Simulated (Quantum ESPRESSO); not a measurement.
# CoSi: parallel and opposed starts

A self-consistent run ends on one state, which hangs on the start. Several orders of CoSi are started in Quantum ESPRESSO and their energies compared.

Calculated with Quantum ESPRESSO 7.5; PBE; plane waves with GBRV 1.5 PBE potentials, no spin-orbit coupling.

This is a report of a sequence of runs, with most program output left out.

The database entry behind the starting cell differs from later determinations by our own check (0.1 to 0.3 % short, probably kX units), so it need not match the best structure at ambient conditions.

### 1. The starting structure

Symmetry: P2_13, No. 198, cubic system. The conventional cell has a = 4.438 Å, b = 4.438 Å, c = 4.438 Å, α = 90.00°, β = 90.00°, γ = 90.00°. Nearest to Co lie 7 Si at 2.28 to 2.47 Å. Nearest to Si lie 7 Co at 2.28 to 2.47 Å. Farther neighbours are not listed.

The cell comes from the Crystallography Open Database.

### 2. Start 1: ferro ++++

The signs are those of the starting moments on the seeded atoms, the atoms that are given a moment.

File pw.in:

```
&CONTROL
  calculation = 'scf'
  prefix = 'pwscf'
  outdir = './tmp'
  pseudo_dir = './pseudo'
  disk_io = 'nowf'
/
&SYSTEM
  ibrav = 0
  celldm(1) = 8
  nat = 8
  ntyp = 2
  ecutwfc = 40
  ecutrho = 280
  nbnd = 59
  occupations = 'smearing'
  smearing = 'fd'
  degauss = 0.00367493
  nspin = 2
  starting_magnetization(1) = 0.1176
  starting_magnetization(2) = 0
/
&ELECTRONS
  conv_thr = 1.6d-08
  electron_maxstep = 150
  mixing_beta = 0.3
/
ATOMIC_SPECIES
Co     58.9332 co_pbe_v1.2.uspp.F.UPF
Si     28.0850 si_pbe_v1.uspp.F.UPF
CELL_PARAMETERS alat
   1.0483255676361    0.0000000000000    0.0000000000000
   0.0000000000000    1.0483255676361    0.0000000000000
   0.0000000000000    0.0000000000000    1.0483255676361
ATOMIC_POSITIONS crystal
Co      0.1400000000    0.1400000000    0.1400000000
Co      0.3600000000    0.8600000000    0.6400000000
Co      0.6400000000    0.3600000000    0.8600000000
Co      0.8600000000    0.6400000000    0.3600000000
Si      0.8430000000    0.8430000000    0.8430000000
Si      0.6570000000    0.1570000000    0.3430000000
Si      0.3430000000    0.6570000000    0.1570000000
Si      0.1570000000    0.3430000000    0.6570000000
K_POINTS automatic
8 8 8 0 0 0
```

On the command line:

```
OMP_NUM_THREADS=1 mpirun -n 4 pw.x -nk 4 -in pw.in > pw.out
```

Run time: 1.8 min. Hardware: 4 MPI ranks of Intel Xeon Platinum 8175M at 2.50GHz (Skylake/Cascade Lake), shared host; peak memory 0.68 GiB.

Spin moment in the atom's sphere by atom:

```csv
atom,spin moment in the atom's sphere (μB)
Co1,0.0001
Co2,0.0001
Co3,0.0001
Co4,0.0001
Si5,0.0000
Si6,0.0000
Si7,0.0000
Si8,0.0000
```

Read from the output:

```yaml
smearing_term_ts: 0.01432 eV
magnetization: 0 μB
absolute_magnetization: 0 μB
final_state: non-magnetic
```

Valence density in the ac plane at fractional y = 0.140, with atoms of Co and Si within 0.2 Å of it. It is the smooth field of the valence electrons, not physical close to the nuclei.

Ten steps, logarithmic in the rise over the least value, from '0' (0 e/Å³) to '9' (37 e/Å³), each cell a mean:
```
11210000011000
01100000111000
00100000111000
00111000000000
00111000000000
00111000000000
00000001110000
00000011000000
01110010020010
23321010020111
47752111000111
69973100111112
58973100000001
35641000000001
```
Columns run along a (4.4 Å), rows up along c (4.4 Å). Atoms in or near the plane, at fractional coordinates: Co at (0.14, 0.14), Si at (0.66, 0.34).

### 3. Start 2: antiferro ++−−

Changes to pw.in since step 2:

```diff
@@ -11,6 +11,6 @@
   nat = 8
-  ntyp = 2
+  ntyp = 3
   ecutwfc = 40
   ecutrho = 280
-  nbnd = 59
+  nbnd = 55
   occupations = 'smearing'
@@ -20,3 +20,4 @@
   starting_magnetization(1) = 0.1176
-  starting_magnetization(2) = 0
+  starting_magnetization(2) = -0.1176
+  starting_magnetization(3) = 0
 /
@@ -28,3 +29,4 @@
 ATOMIC_SPECIES
-Co     58.9332 co_pbe_v1.2.uspp.F.UPF
+Co1    58.9332 co_pbe_v1.2.uspp.F.UPF
+Co2    58.9332 co_pbe_v1.2.uspp.F.UPF
 Si     28.0850 si_pbe_v1.uspp.F.UPF
@@ -35,6 +37,6 @@
 ATOMIC_POSITIONS crystal
-Co      0.1400000000    0.1400000000    0.1400000000
-Co      0.3600000000    0.8600000000    0.6400000000
-Co      0.6400000000    0.3600000000    0.8600000000
-Co      0.8600000000    0.6400000000    0.3600000000
+Co1     0.1400000000    0.1400000000    0.1400000000
+Co1     0.3600000000    0.8600000000    0.6400000000
+Co2     0.6400000000    0.3600000000    0.8600000000
+Co2     0.8600000000    0.6400000000    0.3600000000
 Si      0.8430000000    0.8430000000    0.8430000000
```

Run time: 7 min. Hardware: 4 MPI ranks; peak memory 1.2 GiB.

Spin moment in the atom's sphere by atom:

```csv
atom,spin moment in the atom's sphere (μB)
Co1,0.0001
Co2,0.0001
Co3,-0.0001
Co4,-0.0001
Si5,0.0000
Si6,0.0000
Si7,0.0000
Si8,0.0000
```

This step gave:

* smearing term TS: 0.01432 eV
* magnetization: 0 μB
* absolute magnetization: 0 μB
* final state: non-magnetic

Valence density in the ac plane at fractional y = 0.140, with atoms of Co and Si within 0.2 Å of it. It is the smooth field of the valence electrons, not physical close to the nuclei.

Ten steps, logarithmic in the rise over the least value, from '_' (0 e/Å³) to '@' (39 e/Å³), each cell a mean:
```
....::..__________....______
__....__________......______
__________________....______
____......__________________
____......__________________
____......__________________
______________......________
______________..____________
__......____..____::________
::----::..__..____::____....
==####++::......______......
**@@@@##--..______........::
++%%@@##--..______________..
--++**==..________________..
```
Columns run along a (4.4 Å), rows up along c (4.4 Å). Atoms in or near the plane, at fractional coordinates: Co at (0.14, 0.14), Si at (0.66, 0.34).

### 4. Start 3: ferri +++−

Changes to pw.in since step 3:

```diff
@@ -14,3 +14,3 @@
   ecutrho = 280
-  nbnd = 55
+  nbnd = 57
   occupations = 'smearing'
@@ -39,3 +39,3 @@
 Co1     0.3600000000    0.8600000000    0.6400000000
-Co2     0.6400000000    0.3600000000    0.8600000000
+Co1     0.6400000000    0.3600000000    0.8600000000
 Co2     0.8600000000    0.6400000000    0.3600000000
```

The job ended after 3.8 min (4 MPI ranks; peak memory 0.88 GiB).

Spin moment in the atom's sphere by atom:

```csv
atom,spin moment in the atom's sphere (μB)
Co1,0.0000
Co2,0.0000
Co3,0.0000
Co4,0.0001
Si5,0.0000
Si6,0.0000
Si7,0.0000
Si8,0.0000
```

This step gave:

| Property | Result |
| --- | --- |
| smearing term TS | 0.01432 eV |
| magnetization | 0 μB |
| absolute magnetization | 0 μB |
| final state | non-magnetic |

### 5. Run 4, typed as no spin polarisation

File pw.in:

```
&CONTROL
  calculation = 'scf'
  prefix = 'pwscf'
  outdir = './tmp'
  pseudo_dir = './pseudo'
  disk_io = 'nowf'
/
&SYSTEM
  ibrav = 0
  celldm(1) = 8
  nat = 8
  ntyp = 2
  ecutwfc = 40
  ecutrho = 280
  nbnd = 55
  occupations = 'smearing'
  smearing = 'fd'
  degauss = 0.00367493
/
&ELECTRONS
  conv_thr = 1.6d-08
  electron_maxstep = 150
  mixing_beta = 0.3
/
ATOMIC_SPECIES
Co     58.9332 co_pbe_v1.2.uspp.F.UPF
Si     28.0850 si_pbe_v1.uspp.F.UPF
CELL_PARAMETERS alat
   1.0483255676361    0.0000000000000    0.0000000000000
   0.0000000000000    1.0483255676361    0.0000000000000
   0.0000000000000    0.0000000000000    1.0483255676361
ATOMIC_POSITIONS crystal
Co      0.1400000000    0.1400000000    0.1400000000
Co      0.3600000000    0.8600000000    0.6400000000
Co      0.6400000000    0.3600000000    0.8600000000
Co      0.8600000000    0.6400000000    0.3600000000
Si      0.8430000000    0.8430000000    0.8430000000
Si      0.6570000000    0.1570000000    0.3430000000
Si      0.3430000000    0.6570000000    0.1570000000
Si      0.1570000000    0.3430000000    0.6570000000
K_POINTS automatic
8 8 8 0 0 0
```

Wall time 61 s (4 MPI ranks); peak memory 0.53 GiB.

This step gave:

```
smearing term TS : 0.01432 eV
final state      : non-magnetic (no spin polarisation)
```

### 6. Ranking

An order is kept where moments of 0.15 μB or more survive with the typed signs; meshes match where a doubled cell samples the same k points as the first cell.

Orders:

```csv
start,final state,typed order kept,energy over the lowest (meV a seeded atom),largest site moment (μB),net moment (μB a cell of the first run),mesh matched,CPU time (s)
ferro ++++,non-magnetic,no,0.02944,0,0,yes,428.7
antiferro ++--,non-magnetic,no,0.02988,0,0,yes,1686
ferri +++-,non-magnetic,no,0.02946,0,0,yes,916.2
no spin polarisation,non-magnetic,-,0,0,0,yes,244.4
```

### 7. What came out

```json
{
 "lowest state found": "non-magnetic (from ferro ++++, antiferro ++--, ferri +++- and no spin polarisation)",
 "largest site moment": "0 μB"
}
```

What this shows: The lowest state carries no moment, and no start kept one. Only these 4 starts were compared; other wavevectors, canted and longer-period orders were not.

[Logs and program files are shortened in this print: banners, set-up blocks, solver, clock and traceback lines can be left out without a mark of their own.]

[Logs are printed without paths, hosts, clocks, repeated set-up lines and the standing remarks that a program may print on its own settings, such as how far it seeks lower states.]

[Hosts, paths, dates, database ids (printed as entryN), source tags and the programs' standing remarks are cut or masked in the printed files.]

[Where a cell is said to come from a database of computed structures, the database is the Materials Project.]
